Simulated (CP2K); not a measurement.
Consider 2-chlorooxazole at its PBE geometry (Å).

```xyz
8

Cl    2.8153    0.0189    0.5765
C     1.1561    0.1063    0.2233
N     0.4593    1.1574   -0.0896
C    -0.8295    0.6536   -0.2765
C    -0.8330   -0.6890   -0.0619
O     0.4578   -1.0707    0.2689
H    -1.6533    1.3023   -0.5522
H    -1.5725   -1.4787   -0.0885
```

Method: CP2K XAS_TDP, all-electron GAPW, PBEh(45%), aug-pc-1, TDA, GW2X-corrected core level, ZORA, spin–orbit coupling.

Question: Where do the Cl L₂,₃-edge lines lie, and how strong are they?

Leading lines: Cl1 203.51 eV. The leading line of an atom is its first one with 35 % of the strongest within 2.5 eV of its lowest line over the strength cut. Core ionisation energies at this level: Cl1 208.04/208.19/209.62 eV; the 2p½ level lies 1.51 eV above the 2p3/2 pair.

The first six lines of each atom with a strength over 0.0003:

| atom | energy (eV) | states | strength, one atom | above the computed threshold |
| --- | --- | --- | --- | --- |
| Cl1 (bonded to C) | 203.51 | 2 | 0.0079 |  |
|  | 204.99 | 2 | 0.0024 |  |
|  | 205.02 | 3 | 0.0030 |  |
|  | 205.04 | 1 | 0.0003 |  |
|  | 205.13 | 2 | 0.0011 |  |
|  | 206.32 | 2 | 0.0005 |  |

Lines are vertical, at one geometry, with no vibrational structure. GW2X ionisation energies and lines can be off by 1 to 2 eV either way, and a good line position may hide errors that cancel. Rydberg lines, and the discretised continuum above threshold, depend on the basis and the box.

[Banner, clock and machine lines of the logs are left out without a mark of their own.]

[Logs are printed without paths, hosts, clocks, repeated set-up lines and the standing remarks that a program may print on its own settings, such as how far it seeks lower states.]

[Hosts, paths, dates, database ids (printed as entryN), source tags and the programs' standing remarks are cut or masked in the printed files.]
